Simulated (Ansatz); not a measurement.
# Depolarisation of Li on Ta(110): the Topping model put to the test

In Topping's model the dipole per adsorbate falls as μ = μ₀/(1 + 9αn^(3/2)), with n the density and α a polarisability, so 1/μ is a straight line in n^(3/2).

Set-up. Ansatz 0.2.0, plane waves with PAW datasets (its set soft_2), PBE; 4 layers at the tabulated experimental lattice constant with the lower two held, adsorbates relaxed from the hollow site, dipole correction. μ is the change of the cell's dipole per adsorbate, positive end outwards.

| run | n^(3/2) (nm⁻³) | 1/μ (1/D) |
| --- | --- | --- |
| 0.111 ML | 1.72 | 0.453 |
| 0.25 ML | 5.80 | ? |
| 1 ML | 46.38 | 3.297 |

Q: Estimate the withheld value from the rows shown.

Two rows fix a line: slope = (3.297 − 0.453) / (46.38 − 1.72) = 0.06368, intercept 0.34350. The intercept gives μ₀ = 1/0.3435 = 2.91 D, and slope over intercept 9α = 0.185 nm³, or α = 21 Å³, an effective value that holds the metal's image. At 5.80 it gives 0.06368 × 5.80 + 0.34350 = 0.713 1/D. Rounding of the rows alone allows about ±0.001 1/D there; two rows can't show whether the line holds.

The run itself gives 0.557 1/D: a miss of −0.156 1/D, or 28.0 % of the value. In dipoles that is 1.40 D predicted against 1.80 D found. A miss this large means that the model doesn't hold over this range, and μ₀ and α above are fit values without physical meaning.

**Limits.** Heights and bonding change with coverage, which the model leaves out; its factor is about 9 for square and hexagonal arrays and differs for rectangular ones and rows; and slabs this thin add errors of their own. Other coverages were run too and are left out of this fit, which takes cells with one adsorbate each. The test is put only to electropositive adsorbates whose dipole falls by a fifth or more between the two rows shown.
